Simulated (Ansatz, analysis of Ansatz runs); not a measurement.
# Pt adatom (hollow) on monolayer P, part 2 of 3

What does the Pt adatom (hollow) do on monolayer P: height, moment, energy and levels? Model: a cell of 48 host atoms with 1 Pt put in.

Ansatz 0.2.0; plane-wave PAW DFT, PBEsol and HSE06; supercells relaxed in a periodic cell with vacuum, the primitive cell and the final single points with the Coulomb interaction cut along the normal.

So far. Step 4 (Band edges against the vacuum level): The band edges were searched for over the zone, on the density of this mesh. The valence top lies 4.93 eV and the conduction bottom 4.25 eV below the vacuum level: a gap of 0.68 eV.

**5. Relaxing the neutral defect**

Level of this step: plane-wave PAW DFT, PBEsol, fully periodic cell with vacuum; relaxation of a defect in a monolayer at fixed charge, a uniform background where charged (Ansatz).

Atoms start from random displacements, so no symmetry is imposed. The relaxation runs in a plain periodic cell, 21 Å high against 36 Å with the cut-off, with 19 Å between the perfect sheet and its image; that is cheaper, but a defect with a dipole feels the field of its images there. Several total moments are run in turn (0 without spin polarisation, the others held), because an open shell can settle in more than one spin state.

File q0.relax_smeared/input.yaml:

```yaml
crystal:
  lattice:
    - [13.1404119, 0.0, 0.0]
    - [0.0, 13.27968716, 0.0]
    - [0.0, 0.0, 21.0]
  atoms:
    - { symbol: P, position: [0.0, -0.00053053, 0.55039375] }
    - { symbol: P, position: [0.0, 0.0543172, 0.44960625] }
    - { symbol: P, position: [0.125, 0.22098386, 0.55039375] }
    - { symbol: P, position: [0.125, 0.16613614, 0.44960625] }
    - { symbol: P, position: [0.0, 0.3328028, 0.55039375] }
    - { symbol: P, position: [0.0, 0.38765053, 0.44960625] }
    - { symbol: P, position: [0.125, 0.5543172, 0.55039375] }
    - { symbol: P, position: [0.125, 0.49946947, 0.44960625] }
    - { symbol: P, position: [0.0, 0.66613614, 0.55039375] }
    - { symbol: P, position: [0.0, 0.72098386, 0.44960625] }
    - { symbol: P, position: [0.125, 0.88765053, 0.55039375] }
    - { symbol: P, position: [0.125, 0.8328028, 0.44960625] }
    - { symbol: P, position: [0.25, -0.00053053, 0.55039375] }
    - { symbol: P, position: [0.25, 0.0543172, 0.44960625] }
    - { symbol: P, position: [0.375, 0.22098386, 0.55039375] }
    - { symbol: P, position: [0.375, 0.16613614, 0.44960625] }
    - { symbol: P, position: [0.25, 0.3328028, 0.55039375] }
    - { symbol: P, position: [0.25, 0.38765053, 0.44960625] }
    - { symbol: P, position: [0.375, 0.5543172, 0.55039375] }
    - { symbol: P, position: [0.375, 0.49946947, 0.44960625] }
    - { symbol: P, position: [0.25, 0.66613614, 0.55039375] }
    - { symbol: P, position: [0.25, 0.72098386, 0.44960625] }
    - { symbol: P, position: [0.375, 0.88765053, 0.55039375] }
    - { symbol: P, position: [0.375, 0.8328028, 0.44960625] }
    - { symbol: P, position: [0.5, -0.00053053, 0.55039375] }
    - { symbol: P, position: [0.5, 0.0543172, 0.44960625] }
    - { symbol: P, position: [0.625, 0.22098386, 0.55039375] }
    - { symbol: P, position: [0.625, 0.16613614, 0.44960625] }
    - { symbol: P, position: [0.5, 0.3328028, 0.55039375] }
    - { symbol: P, position: [0.5, 0.38765053, 0.44960625] }
    - { symbol: P, position: [0.625, 0.5543172, 0.55039375] }
    - { symbol: P, position: [0.625, 0.49946947, 0.44960625] }
    - { symbol: P, position: [0.5, 0.66613614, 0.55039375] }
    - { symbol: P, position: [0.5, 0.72098386, 0.44960625] }
    - { symbol: P, position: [0.625, 0.88765053, 0.55039375] }
    - { symbol: P, position: [0.625, 0.8328028, 0.44960625] }
    - { symbol: P, position: [0.75, -0.00053053, 0.55039375] }
    - { symbol: P, position: [0.75, 0.0543172, 0.44960625] }
    - { symbol: P, position: [0.875, 0.22098386, 0.55039375] }
    - { symbol: P, position: [0.875, 0.16613614, 0.44960625] }
    - { symbol: P, position: [0.75, 0.3328028, 0.55039375] }
    - { symbol: P, position: [0.75, 0.38765053, 0.44960625] }
    - { symbol: P, position: [0.875, 0.5543172, 0.55039375] }
    - { symbol: P, position: [0.875, 0.49946947, 0.44960625] }
    - { symbol: P, position: [0.75, 0.66613614, 0.55039375] }
    - { symbol: P, position: [0.75, 0.72098386, 0.44960625] }
    - { symbol: P, position: [0.875, 0.88765053, 0.55039375] }
    - { symbol: P, position: [0.875, 0.8328028, 0.44960625] }
    - { symbol: Pt, position: [0.25, 0.498231, 0.62501771] }
basis:
  ecutwfc: 420
  xc_grid: 2
hamiltonian:
  xc: pbesol
kpoints:
  mp_grid: { grid: [2, 2, 1] }
scf:
  occupations: { method: fermi_dirac, width: 0.01 }
  max_iter: 60
output:
  forces: true
relax:
  f_tol: 0.02
  max_steps: 80
  random_displacement: { amplitude: 0.08, seed: 9468 }
```

The run is started by

```bash
> ansatz run input.yaml --threads 4 --pin off --max-ram 10362MiB --backend cpu --events-out ev --progress --plain --runs-dir out
```

Numbers of over 12 decimals in the logs are rounded to 6 here.

Output:

```text
[...]
Crystal: 49 atoms, lattice volume = 3664.512 Å³
Basis set: ecut = 420 eV, 71641 PW (Γ), exchange–correlation on 180×180×288 points (8 copies of the dense FFT grid, shifted against one another)
Bands: 178, of which v1, the nominal top of the filled ones, is band 129 counted from 1 (128 counted from 0)
Symmetry: 1 space group operations
k-points: 4
[...]
SCF iter   1: F=—  HF=-47899.328601 eV  |F-HF|=—  |Δ(HF+E_count)|=         —  Δρ=2.46e-3  dr2=3.87e-1  ethr=1.77e-3  ⟨swp⟩=8.8  Hψ=4196  notcnv=0  defer=113
[...]
SCF iter   8: F=-47899.269303 eV  HF=-47899.269304 eV  |F-HF|=1.03e-6  |Δ(HF+E_count)|=   1.47e-5  Δρ=1.10e-5  dr2=8.86e-6  ethr=3.88e-9  ⟨swp⟩=5.5  Hψ=2516  notcnv=0
SCF 1 converged in 8 iterations: F = -47899.269303 eV  dr2 = 8.86e-6
[...]
relax step   1: F+E_penalty+E_count = -47899.26930257 eV  Δ(F+E_penalty+E_count) = +0.000e0 eV  max|allowed force component| = 2.009e0 eV/Å  Δτ_max = 0.0000 Å  (8 SCF iters, dr2 threshold 1.00e-5 eV, accepted)
[...]
relax step   2: F+E_penalty+E_count = -47901.20935796 eV  Δ(F+E_penalty+E_count) = -1.940e0 eV  max|allowed force component| = 1.306e0 eV/Å  Δτ_max = 0.1949 Å  (7 SCF iters, dr2 threshold 1.00e-4 eV, accepted)
relax step   3: F+E_penalty+E_count = -47901.80212187 eV  Δ(F+E_penalty+E_count) = -5.928e-1 eV  max|allowed force component| = 1.022e0 eV/Å  Δτ_max = 0.2000 Å  (6 SCF iters, dr2 threshold 1.00e-4 eV, accepted)
relax step   4: F+E_penalty+E_count = -47902.01430896 eV  Δ(F+E_penalty+E_count) = -2.122e-1 eV  max|allowed force component| = 1.323e0 eV/Å  Δτ_max = 0.1949 Å  (6 SCF iters, dr2 threshold 1.00e-4 eV, accepted)
relax step   5: F+E_penalty+E_count = -47902.04212815 eV  Δ(F+E_penalty+E_count) = -2.782e-2 eV  max|allowed force component| = 3.371e-1 eV/Å  Δτ_max = 0.2000 Å  (7 SCF iters, dr2 threshold 1.00e-4 eV, accepted)
relax step   6: F+E_penalty+E_count = -47902.14621404 eV  Δ(F+E_penalty+E_count) = -1.041e-1 eV  max|allowed force component| = 7.991e-2 eV/Å  Δτ_max = 0.1133 Å  (8 SCF iters, dr2 threshold 7.37e-6 eV, accepted)
relax step   7: F+E_penalty+E_count = -47902.15210642 eV  Δ(F+E_penalty+E_count) = -5.892e-3 eV  max|allowed force component| = 4.546e-2 eV/Å  Δτ_max = 0.0458 Å  (9 SCF iters, accepted)
[...]
relax step   8: F+E_penalty+E_count = -47902.15402310 eV  Δ(F+E_penalty+E_count) = -1.917e-3 eV  max|allowed force component| = 1.220e-2 eV/Å  Δτ_max = 0.0164 Å  (8 SCF iters, accepted)
SCF converged after 8 iterations
Free energy (F): -47902.154023 eV
[...]
Internal energy: -47902.154023 eV  (E = F + TS)
E sigma→0 (E₀):  -47902.154023 eV
Fermi energy:    -1.479556 eV
[...]
--- Forces (eV/Å), atoms counted from 1 ---
  atom   1  P      0.00122645     0.00076947     0.00536425
  atom   2  P     -0.00212165    -0.00244220     0.00053773
  [... 2 atoms left out ...]
  atom   5  P      0.00303495     0.00336481     0.00210010
  [... 1 atom left out ...]
  atom   7  P      0.01219523    -0.00146245     0.00125480
  atom   8  P      0.00092458     0.00136378    -0.00248806
  [... 8 atoms left out ...]
  atom  17  P     -0.00779879     0.00567762     0.00245404
  atom  18  P     -0.00453311    -0.00069080    -0.00094424
  atom  19  P     -0.00120231     0.00182947     0.01048919
  atom  20  P      0.00331184    -0.00259963     0.00548755
  atom  21  P     -0.00254277     0.00478327    -0.00475196
  [... 7 atoms left out ...]
  atom  29  P     -0.00019319     0.00213080     0.00338021
  [... 19 atoms left out ...]
  atom  49  Pt     0.00121933     0.00062333    -0.00272705
  max |Σ_I F_I| component: 5.00e-5 eV/Å
--- Relaxed structure (8 steps of the walk, 8 accepted, 0 SCFs on fresh bases) ---
  F+E_penalty+E_count = -47902.15402310 eV   max|allowed force component| = 1.220e-2 eV/Å
  atoms:
    - { symbol: P, position: [-0.001010, 0.000184, 0.548213] }
    - { symbol: P, position: [-0.002023, 0.053917, 0.447378] }
    [... 2 atoms left out ...]
    - { symbol: P, position: [0.000356, 0.330326, 0.553401] }
    [... 1 atom left out ...]
    - { symbol: P, position: [0.133623, 0.563364, 0.553222] }
    - { symbol: P, position: [0.125847, 0.499853, 0.453517] }
    [... 8 atoms left out ...]
    - { symbol: P, position: [0.249979, 0.323106, 0.548030] }
    - { symbol: P, position: [0.249919, 0.386791, 0.448141] }
    - { symbol: P, position: [0.366146, 0.563297, 0.553008] }
    - { symbol: P, position: [0.373952, 0.499884, 0.453286] }
    - { symbol: P, position: [0.249939, 0.682169, 0.544685] }
    [... 7 atoms left out ...]
    - { symbol: P, position: [0.499427, 0.330340, 0.553286] }
    [... 19 atoms left out ...]
    - { symbol: Pt, position: [0.250041, 0.462591, 0.604623] }
```

It took 4.7 min on 4 threads of Arm Neoverse V2, shared host; peak memory 7.4 GiB.

In the next tables energies count from the displaced start, and moves from the positions in the input.

The steps of the relaxation:

```
step  energy less that of the first step (eV)  largest force component (eV/Å)
   1                                   0.0000                          2.0093
   2                                  -1.9401                          1.3056
   3                                  -2.5328                          1.0225
   4                                  -2.7450                          1.3230
   5                                  -2.7728                          0.3371
   6                                  -2.8769                          0.0799
   7                                  -2.8828                          0.0455
   8                                  -2.8847                          0.0122
```

The atoms that moved most (Å, from the sites as typed, ahead of the random displacement, the mean shift of all atoms taken out):

```
atom      dx      dy      dz  length
Pt49   0.002  -0.473  -0.423   0.635
 P21   0.000   0.213  -0.115   0.242
  P7   0.114   0.120   0.064   0.178
 P19  -0.115   0.119   0.060   0.176
 P22   0.000   0.109  -0.136   0.174
 P17   0.001  -0.129  -0.045   0.136
 P15   0.032  -0.080   0.025   0.090
  P3  -0.032  -0.079   0.026   0.089
```

All neutral relaxations:

```
moment (μB)  filling    outcome  structures computed  largest displacement from the input (Å)  added thickness (Å)     time
          0  smeared  converged                    8                                     0.63                 1.28  4.7 min
          2  smeared    timeout                    7                                        -                    -   16 min
```

With the common shift of the atoms taken out, the largest displacement is 0.63 Å, and the sheet with its defect is 1.28 Å thicker than the perfect one.

The adatom ends 1.08 Å above the sheet's highest atom, with P17 at 2.20 Å, P19 at 2.30 Å, P7 at 2.30 Å and P21 at 3.18 Å nearest.

(Continued in part 3 of 3.)

[Logs are printed without paths, hosts, clocks, repeated set-up lines and the standing remarks that a program may print on its own settings, such as how far it seeks lower states.]

[Hosts, paths, dates, database ids (printed as entryN), source tags and the programs' standing remarks are cut or masked in the printed files.]

[Maps of the electrostatic potential energy from Ansatz leave out the sawtooth potential of an applied field or a dipole correction, so their vacuum need not be flat.]
